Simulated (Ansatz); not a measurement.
## Ge wire along [110], 17 atoms a period, H-terminated: bands by functional

What gap, if any, does the Ge wire along [110], 17 atoms a period, H-terminated have, and how does it change with the functional?

Program: Ansatz 0.2.0. Level of theory: DFT PBE, plane waves, PAW; relaxation of a wire's period; PAW set soft_1, in the first sound run; inputs show where later runs differ. Results are calculated unless marked as measured.

### 1. The starting structure

The cell holds 29 atoms: 12 H and 17 Ge. Cell: a = 20.121 Å, b = 17.493 Å, c = 4.073 Å, α = 90.0°, β = 90.0°, γ = 90.0°. Vacuum lies along a and b. The structure's axis is c.

### 2. The relaxed wire

Band widths follow the bond lengths, so the wire is relaxed first. The atoms and the third cell vector are free; the box across stays fixed as vacuum. A Fermi-Dirac smearing is set since the result may be a metal. The pressure printed is a third of the stress's trace over the whole box, vacuum included; only the stress along the axis is relaxed.

File input.yaml:

```yaml
crystal:
  lattice:
    - [20.121, 0.0, 0.0]
    - [0.0, 17.493, 0.0]
    - [0.0, 0.0, 4.0729350596]
  atoms:
    - { symbol: H, position: [0.168977685, 0.427195739, 0.0] }
    - { symbol: Ge, position: [0.213740193, 0.500009703, 0.0] }
    - { symbol: Ge, position: [0.428441251, 0.383593563, 0.0] }
    - { symbol: H, position: [0.455245763, 0.805655945, 0.0] }
    - { symbol: Ge, position: [0.500008271, 0.267177423, 0.0] }
    - { symbol: Ge, position: [0.500008271, 0.500009703, 0.0] }
    - { symbol: Ge, position: [0.71470933, 0.383593563, 0.0] }
    - { symbol: H, position: [0.759471837, 0.310779599, 0.0] }
    - { symbol: Ge, position: [0.786276349, 0.500009703, 0.0] }
    - { symbol: H, position: [0.831038857, 0.500009703, 0.312731396] }
    - { symbol: Ge, position: [0.285307212, 0.500009703, 0.5] }
    - { symbol: H, position: [0.312111724, 0.310779599, 0.5] }
    - { symbol: H, position: [0.312111724, 0.689239806, 0.5] }
    - { symbol: Ge, position: [0.356874232, 0.383593563, 0.5] }
    - { symbol: Ge, position: [0.356874232, 0.616425842, 0.5] }
    - { symbol: Ge, position: [0.57157529, 0.267177423, 0.5] }
    - { symbol: Ge, position: [0.57157529, 0.732841982, 0.5] }
    - { symbol: Ge, position: [0.57157529, 0.500009703, 0.5] }
    - { symbol: H, position: [0.616337798, 0.19436346, 0.5] }
    - { symbol: H, position: [0.616337798, 0.805655945, 0.5] }
    - { symbol: Ge, position: [0.64314231, 0.383593563, 0.5] }
    - { symbol: Ge, position: [0.64314231, 0.616425842, 0.5] }
    - { symbol: H, position: [0.831038857, 0.500009703, 0.687268604] }
    - { symbol: H, position: [0.168977685, 0.572823666, 0.0] }
    - { symbol: Ge, position: [0.428441251, 0.616425842, 0.0] }
    - { symbol: H, position: [0.455245763, 0.19436346, 0.0] }
    - { symbol: Ge, position: [0.500008271, 0.732841982, 0.0] }
    - { symbol: Ge, position: [0.71470933, 0.616425842, 0.0] }
    - { symbol: H, position: [0.759471837, 0.689239806, 0.0] }
kpoints:
  mp_grid: { grid: [1, 1, 20] }
scf:
  occupations: { method: fermi_dirac, width: 0.05 }
hamiltonian:
  xc: pbe
  pseudopotentials: { kind: paw, azcp: { folder: soft_1 } }
relax:
  cell: { fix: [a, b, alpha, beta, gamma] }
  max_steps: 45
  f_tol: 0.03
```

The run is started by

```sh
$ ansatz run input.yaml --threads 4 --pin off --max-ram 16384MiB --backend cpu --events-out ev --progress --plain --runs-dir out
```

Numbers of over 12 decimals in the logs are rounded to 6 here.

What it wrote:

```text
Engine: ansatz 0.2.0, aarch64-unknown-linux-gnu
Pseudopotentials: kind: paw
Pseudopotential: H, paw, valence charge 1, recommended cutoff 420 eV (normal), soft_1/H.paw.azcp
Pseudopotential: Ge, paw, valence charge 14, recommended cutoff 420 eV (normal), soft_1/Ge.paw.azcp
Functional definition: PBE
  parameter kappa = 0.804
  parameter beta = 0.066725
  exchange = pbe_x(kappa = kappa, mu = beta*pi^2/3)
  correlation = pbe_c(beta = beta)
Crystal: 29 atoms, lattice volume = 1433.578 Å³
Basis set: ecut = 420 eV, 27989 PW (Γ), exchange–correlation on 270×240×60 points (8 copies of the dense FFT grid, shifted against one another)
Bands: 154, of which v1, the nominal top of the filled ones, is band 125 counted from 1 (124 counted from 0)
Symmetry: 4 space group operations
Space group: Pmm2 (ITA 25), of the structure as read, at distance tolerance 1.1e-4 Å
k-points: 11 of 20
Non-local potential: H, projectors of the file, l = 0: 2, l = 1: 1
Non-local potential: Ge, projectors of the file, l = 0: 2, l = 1: 2, l = 2: 3, l = 3: 1
PAW form: soft (Blöchl's): semilocal exchange-correlation on the pseudo side does not see the compensation charge
PAW one-centre angular grid: H, 110 points (default); XC on 64 Gauss nodes
PAW one-centre angular grid: Ge, 590 points (default); XC on 64 Gauss nodes
Initial density: superposition of atomic densities (neutral atoms: chi_scale 0, normalization atom)
Initial wavefunctions: pseudopotential atomic-orbital guess
Functional: x = pbe(κ = 0.804, μ = 0.219515), c = pbe(β = 0.066725)
SCF iter   1: F=—  HF=-73205.352885 eV  |F-HF|=—  |Δ(HF+E_count)|=         —  Δρ=3.11e-2  dr2=1.17e1  ethr=3.10e-3  ⟨swp⟩=7.0  Hψ=6833  notcnv=0  defer=4
preconditioner: auto → Resta (q_TF=auto, 2.039 Å⁻¹)  ε∞=1.5  [insulator: Δε(μ)=1.303 eV  Ē_g=21.797 eV  σ=0.050 eV  W_gap=1.00  n_scr=220 (ndim 8)  ℏωp=15.5 eV  f_vac=0.594  D(μ)=0.00/eV (n_scr^D=0)  ε∞_Penn≈1.5  vacuum switching on, ρ_ref=3.4e-2 e/Å³]
SCF iter   2: F=—  HF=-73202.853781 eV  |F-HF|=—  |Δ(HF+E_count)|=    2.50e0  Δρ=1.36e-2  dr2=2.68e0  ethr=3.10e-3  ⟨swp⟩=3.0  Hψ=2419  notcnv=0  defer=226
SCF iter   3: F=—  HF=-73202.989917 eV  |F-HF|=—  |Δ(HF+E_count)|=   1.36e-1  Δρ=5.59e-3  dr2=4.26e0  ethr=1.07e-3  ⟨swp⟩=3.7  Hψ=3383  notcnv=0  defer=227
SCF iter   4: F=—  HF=-73202.274916 eV  |F-HF|=—  |Δ(HF+E_count)|=   7.15e-1  Δρ=1.60e-3  dr2=3.98e-2  ethr=1.07e-3  ⟨swp⟩=3.8  Hψ=2423  notcnv=0  defer=220
SCF iter   5: F=—  HF=-73202.278691 eV  |F-HF|=—  |Δ(HF+E_count)|=   3.78e-3  Δρ=7.07e-4  dr2=1.28e-2  ethr=1.59e-5  ⟨swp⟩=2.6  Hψ=2265  notcnv=0  defer=214
SCF iter   6: F=—  HF=-73202.278401 eV  |F-HF|=—  |Δ(HF+E_count)|=   2.91e-4  Δρ=2.85e-4  dr2=2.28e-3  ethr=5.11e-6  ⟨swp⟩=2.0  Hψ=1844  notcnv=0  defer=214
SCF iter   7: F=—  HF=-73202.278445 eV  |F-HF|=—  |Δ(HF+E_count)|=   4.41e-5  Δρ=1.03e-4  dr2=2.27e-4  ethr=9.13e-7  ⟨swp⟩=2.0  Hψ=1774  notcnv=0  defer=214
SCF iter   8: F=—  HF=-73202.278505 eV  |F-HF|=—  |Δ(HF+E_count)|=   5.99e-5  Δρ=4.11e-5  dr2=7.35e-5  ethr=9.09e-8  ⟨swp⟩=2.0  Hψ=1862  notcnv=0  defer=214
SCF iter   9: F=—  HF=-73202.278712 eV  |F-HF|=—  |Δ(HF+E_count)|=   2.07e-4  Δρ=2.07e-5  dr2=4.45e-6  ethr=2.94e-8  ⟨swp⟩=2.0  Hψ=1856  notcnv=0  defer=215
SCF iter  10: F=—  HF=-73202.278717 eV  |F-HF|=—  |Δ(HF+E_count)|=   4.82e-6  Δρ=8.95e-6  dr2=9.08e-7  ethr=1.78e-9  ⟨swp⟩=2.0  Hψ=1917  notcnv=0  defer=215
SCF iter  11: F=-73202.278718 eV  HF=-73202.278718 eV  |F-HF|=2.36e-8  |Δ(HF+E_count)|=   1.12e-6  Δρ=1.93e-6  dr2=8.79e-8  ethr=4.00e-11  ⟨swp⟩=3.0  Hψ=5367  notcnv=0
SCF 1 converged in 11 iterations: F = -73202.278718 eV  dr2 = 8.79e-8
  greatest PAW one-centre occupation: 0.998 electrons in one spin orbital (limit 2), on the Ge atom at site 8 (counted from 0), in its partial waves of l = 2
relax step   1: F+E_penalty+E_count = -73202.27871812 eV  Δ(F+E_penalty+E_count) = +0.000e0 eV  max|allowed force component| = 3.320e-1 eV/Å  Δτ_max = 0.0000 Å  P = -0.401 GPa  Ω = 1433.578 Å³  fix = [a, b, alpha, beta, gamma]  reactions: a -0.492, b -0.566 GPa  (11 SCF iters, dr2 threshold 1.00e-7 eV, accepted)
Crystal: 29 atoms, lattice volume = 1453.668 Å³
Basis set: ecut = 420 eV, 28341 PW (Γ), exchange–correlation on 270×240×60 points (8 copies of the dense FFT grid, shifted against one another)
Initial density: handed on by an earlier stage of this run
Initial wavefunctions: those handed on with the density
iter 1 solved again at ethr=1.62e-4 eV; its pass at ethr=3.10e-3 eV (dr2=4.05e-1 eV) is discarded
SCF iter   1: F=—  HF=-73202.365878 eV  |F-HF|=—  |Δ(HF+E_count)|=         —  Δρ=7.13e-3  dr2=4.12e-1  ethr=1.62e-4  ⟨swp⟩=4.7  Hψ=8171  notcnv=0
preconditioner: auto → Resta (q_TF=auto, 2.035 Å⁻¹)  ε∞=1.5  [insulator: Δε(μ)=1.425 eV  Ē_g=21.849 eV  σ=0.050 eV  W_gap=1.00  n_scr=220 (ndim 8)  ℏωp=15.4 eV  f_vac=0.643  D(μ)=0.00/eV (n_scr^D=0)  ε∞_Penn≈1.5  vacuum switching on, ρ_ref=3.5e-2 e/Å³]
SCF iter   2: F=—  HF=-73202.330879 eV  |F-HF|=—  |Δ(HF+E_count)|=   3.50e-2  Δρ=3.14e-3  dr2=1.38e-1  ethr=1.62e-4  ⟨swp⟩=6.2  Hψ=2769  notcnv=0  defer=1
SCF iter   3: F=—  HF=-73202.329737 eV  |F-HF|=—  |Δ(HF+E_count)|=   1.14e-3  Δρ=1.93e-3  dr2=1.08e-1  ethr=5.52e-5  ⟨swp⟩=3.3  Hψ=2412  notcnv=0  defer=208
SCF iter   4: F=—  HF=-73202.314976 eV  |F-HF|=—  |Δ(HF+E_count)|=   1.48e-2  Δρ=2.24e-4  dr2=2.64e-3  ethr=4.30e-5  ⟨swp⟩=2.9  Hψ=1871  notcnv=0  defer=233
SCF iter   5: F=—  HF=-73202.314804 eV  |F-HF|=—  |Δ(HF+E_count)|=   1.72e-4  Δρ=1.27e-4  dr2=4.71e-4  ethr=1.06e-6  ⟨swp⟩=2.0  Hψ=2005  notcnv=0  defer=233
SCF iter   6: F=—  HF=-73202.314787 eV  |F-HF|=—  |Δ(HF+E_count)|=   1.67e-5  Δρ=5.58e-5  dr2=5.14e-5  ethr=1.89e-7  ⟨swp⟩=2.0  Hψ=1786  notcnv=0  defer=233
SCF iter   7: F=—  HF=-73202.314794 eV  |F-HF|=—  |Δ(HF+E_count)|=   7.14e-6  Δρ=2.17e-5  dr2=1.25e-5  ethr=2.06e-8  ⟨swp⟩=2.4  Hψ=2215  notcnv=0  defer=233
SCF iter   8: F=—  HF=-73202.314795 eV  |F-HF|=—  |Δ(HF+E_count)|=   5.24e-7  Δρ=9.95e-6  dr2=3.21e-6  ethr=4.98e-9  ⟨swp⟩=2.0  Hψ=1747  notcnv=0  defer=233
SCF iter   9: F=-73202.314795 eV  HF=-73202.314795 eV  |F-HF|=2.98e-9  |Δ(HF+E_count)|=   1.86e-7  Δρ=3.77e-6  dr2=1.71e-7  ethr=1.16e-9  ⟨swp⟩=4.0  Hψ=4103  notcnv=0
SCF 2 converged in 9 iterations: F = -73202.314795 eV  dr2 = 1.71e-7
relax step   2: F+E_penalty+E_count = -73202.31479481 eV  Δ(F+E_penalty+E_count) = -3.608e-2 eV  max|allowed force component| = 3.110e-1 eV/Å  Δτ_max = 0.1310 Å  P = +0.016 GPa  Ω = 1453.668 Å³  energy of the carried Pulay correction = -2.641e-3 eV  fix = [a, b, alpha, beta, gamma]  reactions: a +0.065, b +0.177 GPa  (9 SCF iters, dr2 threshold 2.90e-6 eV, accepted)
[...]
relax step   4: F+E_penalty+E_count = -73202.38291650 eV  Δ(F+E_penalty+E_count) = -1.267e-3 eV  max|allowed force component| = 9.617e-3 eV/Å  Δτ_max = 0.0056 Å  P = -0.004 GPa  Ω = 1439.479 Å³  energy of the carried Pulay correction = -7.794e-4 eV  fix = [a, b, alpha, beta, gamma]  reactions: a -0.005, b -0.001 GPa  (6 SCF iters, dr2 threshold 1.45e-7 eV, accepted)
Initial wavefunctions: pseudopotential atomic-orbital guess (no wavefunctions were taken with the density)
iter 1 solved again at ethr=1.77e-7 eV; its pass at ethr=3.10e-3 eV (dr2=4.43e-4 eV) is discarded
SCF iter   1: F=—  HF=-73202.380745 eV  |F-HF|=—  |Δ(HF+E_count)|=         —  Δρ=3.59e-5  dr2=5.14e-7  ethr=1.77e-7  ⟨swp⟩=3.8  Hψ=11226  notcnv=0
preconditioner: auto → Resta (q_TF=auto, 2.038 Å⁻¹)  ε∞=1.5  [insulator: Δε(μ)=1.416 eV  Ē_g=21.797 eV  σ=0.050 eV  W_gap=1.00  n_scr=220 (ndim 8)  ℏωp=15.5 eV  f_vac=0.636  D(μ)=0.00/eV (n_scr^D=0)  ε∞_Penn≈1.5  vacuum switching on, ρ_ref=3.4e-2 e/Å³]
SCF iter   2: F=—  HF=-73202.382694 eV  |F-HF|=—  |Δ(HF+E_count)|=   1.95e-3  Δρ=1.81e-5  dr2=2.09e-7  ethr=2.06e-10  ⟨swp⟩=3.3  Hψ=3814  notcnv=0
SCF iter   3: F=—  HF=-73202.383449 eV  |F-HF|=—  |Δ(HF+E_count)|=   7.56e-4  Δρ=7.76e-6  dr2=1.52e-7  ethr=8.35e-11  ⟨swp⟩=3.6  Hψ=3348  notcnv=0
SCF iter   4: F=—  HF=-73202.383708 eV  |F-HF|=—  |Δ(HF+E_count)|=   2.59e-4  Δρ=1.37e-6  dr2=2.54e-8  ethr=6.07e-11  ⟨swp⟩=2.7  Hψ=2207  notcnv=0
SCF iter   5: F=—  HF=-73202.383724 eV  |F-HF|=—  |Δ(HF+E_count)|=   1.58e-5  Δρ=2.87e-7  dr2=1.73e-9  ethr=1.02e-11  ⟨swp⟩=2.6  Hψ=2275  notcnv=0
SCF iter   6: F=—  HF=-73202.383725 eV  |F-HF|=—  |Δ(HF+E_count)|=   1.03e-6  Δρ=1.45e-7  dr2=2.37e-9  ethr=1.00e-12  ⟨swp⟩=2.8  Hψ=3185  notcnv=0
SCF iter   7: F=-73202.383725 eV  HF=-73202.383725 eV  |F-HF|=2.02e-8  |Δ(HF+E_count)|=   1.59e-8  Δρ=4.88e-8  dr2=7.58e-11  ethr=1.00e-12  ⟨swp⟩=3.0  Hψ=5382  notcnv=0
SCF 5 converged in 7 iterations: F = -73202.383725 eV  dr2 = 7.58e-11
relax step   5: F+E_penalty+E_count = -73202.38372497 eV  Δ(F+E_penalty+E_count) = -8.085e-4 eV  max|allowed force component| = 9.440e-3 eV/Å  Δτ_max = 0.0000 Å  P = -0.003 GPa  Ω = 1439.479 Å³  fix = [a, b, alpha, beta, gamma]  reactions: a -0.004, b -0.001 GPa  stress off target by 3.33e-3 GPa on what of the cell is left free  SCF on the basis re-selected at this cell (its energy is not comparable with the rows above)  (7 SCF iters)
basis re-selected at this cell: Δ(F+E_penalty+E_count) = -8.085e-4 eV, ΔP = +0.001 GPa vs the last step (what re-selecting the basis moved, of the pressure what is left beyond the Pulay correction that the steps carried, after the strain that the cell walked since its last selection, with what the two solves' SCF thresholds leave and, on support functions, any second-order correction that the steps lacked; it is no m [...]
SCF converged after 7 iterations
Free energy (F): -73202.383725 eV
Harris-Foulkes:  -73202.383725 eV  (|F-HF|=2.02e-8)
Internal energy: -73202.383725 eV  (E = F + TS)
E sigma→0 (E₀):  -73202.383725 eV
Entropy (-TS):   -0.000000 eV (-0.000 meV/atom)
Fermi energy:    -0.517692 eV
--- Per-component energies (eV) ---
  E_band       = -4787.029556
  E_kinetic    = 1723.815595
  E_local      = -166308.180949  (includes V_loc(G=0)·N_el)
  E_nonlocal   = 3716.609869
  E_hartree    = 81147.503730
  E_xc         = -1313.861467
  E_vxc        = -1230.030490  (∫ρ·V_xc dr)
  E_paw        = -34244.924428  (= ΣΔE_a)
  E_vpaw       = -4984.241450  (= ΣTr[D̂ρ^β])
  E_aug_tail   = -0.010838  (compensation charges beyond the density's cutoff)
  E_ewald      = 42076.664763
  E_smearing   = -0.000000  (= −TS)
  E_closure    = 0.000000  (closes the sum)
  Σ components = -73202.383725   (vs F -73202.383725, Δ=0.00e0)
--- Forces (eV/Å), atoms counted from 1 ---
  atom   1  H     -0.00029416    -0.00112105     0.00000000
  atom   2  Ge     0.00530442     0.00000000     0.00000000
  atom   3  Ge    -0.00143162    -0.00077699     0.00000000
  atom   4  H      0.00006380     0.00051176     0.00000000
  atom   5  Ge     0.00233756     0.00120859     0.00000000
  atom   6  Ge     0.00190950     0.00000000     0.00000000
  atom   7  Ge    -0.00250292     0.00111505     0.00000000
  atom   8  H      0.00347850     0.00160322     0.00000000
  atom   9  Ge    -0.00834817     0.00000000     0.00000000
  atom  10  H      0.00123594     0.00000000     0.00943958
  atom  11  Ge    -0.00000148     0.00000000     0.00000000
  atom  12  H     -0.00189102     0.00008691     0.00000000
  atom  13  H     -0.00189102    -0.00008691     0.00000000
  atom  14  Ge     0.00195583     0.00078534     0.00000000
  atom  15  Ge     0.00195583    -0.00078534     0.00000000
  atom  16  Ge    -0.00360768     0.00203547     0.00000000
  atom  17  Ge    -0.00360768    -0.00203547     0.00000000
  atom  18  Ge    -0.00059821     0.00000000     0.00000000
  atom  19  H     -0.00044078    -0.00078413     0.00000000
  atom  20  H     -0.00044078     0.00078413     0.00000000
  atom  21  Ge     0.00196346    -0.00190147     0.00000000
  atom  22  Ge     0.00196346     0.00190147     0.00000000
  atom  23  H      0.00123594     0.00000000    -0.00943958
  atom  24  H     -0.00029416     0.00112105     0.00000000
  atom  25  Ge    -0.00143162     0.00077699     0.00000000
  atom  26  H      0.00006380    -0.00051176     0.00000000
  atom  27  Ge     0.00233756    -0.00120859     0.00000000
  atom  28  Ge    -0.00250292    -0.00111505     0.00000000
  atom  29  H      0.00347850    -0.00160322     0.00000000
  max |Σ_I F_I| component: 1.30e-7 eV/Å
--- Stress (GPa, compression-positive) ---
       -0.004462       0.000000       0.000000
        0.000000      -0.000781       0.000000
        0.000000       0.000000      -0.003330
  P = ⅓ Tr σ = -0.0029 GPa (-0.029 kbar)
--- Relaxed structure (4 steps of the walk, 4 accepted, 1 SCFs on fresh bases) ---
  F+E_penalty+E_count = -73202.38372497 eV   max|allowed force component| = 9.440e-3 eV/Å   (the final SCF, on the basis selected at the relaxed cell)
  cell:  # Å, volume = 1439.4786 Å³
    - [20.121, 0.0, 0.0]
    - [0.0, 17.493, 0.0]
    - [0.0, 0.0, 4.089699]
  atoms:
    - { symbol: H, position: [0.171784, 0.428698, 0.0] }
    - { symbol: Ge, position: [0.217493, 0.5, 0.0] }
    - { symbol: Ge, position: [0.429000, 0.384421, 0.0] }
    - { symbol: H, position: [0.456145, 0.802194, 0.0] }
    - { symbol: Ge, position: [0.501110, 0.270233, 0.0] }
    - { symbol: Ge, position: [0.500213, 0.5, 0.0] }
    - { symbol: Ge, position: [0.712060, 0.385900, 0.0] }
    - { symbol: H, position: [0.756308, 0.312888, 0.0] }
    - { symbol: Ge, position: [0.783130, 0.5, 0.0] }
    - { symbol: H, position: [0.829602, 0.5, 0.298632] }
    - { symbol: Ge, position: [0.286353, 0.5, 0.500000] }
    - { symbol: H, position: [0.314700, 0.313586, 0.500000] }
    - { symbol: H, position: [0.314700, 0.686414, 0.500000] }
    - { symbol: Ge, position: [0.359112, 0.386535, 0.500000] }
    - { symbol: Ge, position: [0.359112, 0.613465, 0.500000] }
    - { symbol: Ge, position: [0.570090, 0.270182, 0.500000] }
    - { symbol: Ge, position: [0.570090, 0.729818, 0.500000] }
    - { symbol: Ge, position: [0.571189, 0.5, 0.500000] }
    - { symbol: H, position: [0.615060, 0.197747, 0.500000] }
    - { symbol: H, position: [0.615060, 0.802253, 0.500000] }
    - { symbol: Ge, position: [0.642227, 0.384230, 0.500000] }
    - { symbol: Ge, position: [0.642227, 0.615770, 0.500000] }
    - { symbol: H, position: [0.829602, 0.5, 0.701368] }
    - { symbol: H, position: [0.171784, 0.571302, 0.0] }
    - { symbol: Ge, position: [0.429000, 0.615579, 0.0] }
    - { symbol: H, position: [0.456145, 0.197806, 0.0] }
    - { symbol: Ge, position: [0.501110, 0.729767, 0.0] }
    - { symbol: Ge, position: [0.712060, 0.614100, 0.0] }
    - { symbol: H, position: [0.756308, 0.687112, 0.0] }
```

It took 5 min on 4 threads of Arm Neoverse V2, shared host; peak memory 4.5 GiB; 20 min of CPU time.

Relaxation path:

| step | energy less that of the first step (eV) | largest force component (eV/Å) | pressure (GPa) | volume (Å³) |
| --- | --- | --- | --- | --- |
| 1 | 0.0000 | 0.3320 | -0.40 | 1433.58 |
| 2 | -0.0361 | 0.3110 | 0.02 | 1453.67 |
| 3 | -0.1029 | 0.0482 | -0.05 | 1441.52 |
| 4 | -0.1042 | 0.0096 | 0.00 | 1439.48 |
| 5* | -0.1050 | 0.0094 | 0.00 | 1439.48 |

Relaxation steps marked * repeat the geometry before them on a plane-wave basis chosen anew for their cell, so energy and pressure can jump there.

The run keeps the 4 symmetry operations that it works with, so distortions that break them were not tested.

| cell as run | before | after | change |
| --- | --- | --- | --- |
| c (Å) | 4.073 | 4.090 | +0.4 % |

The atoms that moved most (Å, along periodic axes as changes of fractional coordinates times the final cell, across vacuum about the mean position):

| atom | dx | dy | dz | length |
| --- | --- | --- | --- | --- |
| Ge2 | 0.076 | 0.000 | 0.000 | 0.076 |
| H8 | -0.064 | 0.037 | 0.000 | 0.074 |
| H29 | -0.064 | -0.037 | 0.000 | 0.074 |
| H12 | 0.052 | 0.049 | 0.000 | 0.072 |
| H13 | 0.052 | -0.049 | 0.000 | 0.072 |
| Ge14 | 0.045 | 0.052 | 0.000 | 0.068 |
| Ge15 | 0.045 | -0.052 | 0.000 | 0.068 |
| Ge7 | -0.053 | 0.041 | 0.000 | 0.067 |

This step gave:

```
cell length along the wire : 4.090 Å
```

The cell's length comes to 4.090 Å with spin left out.

(Part 1 of 2 ends here.)

[Logs are printed without paths, hosts, clocks, repeated set-up lines and the standing remarks that a program may print on its own settings, such as how far it seeks lower states.]

[Hosts, paths, dates, database ids (printed as entryN), source tags and the programs' standing remarks are cut or masked in the printed files.]
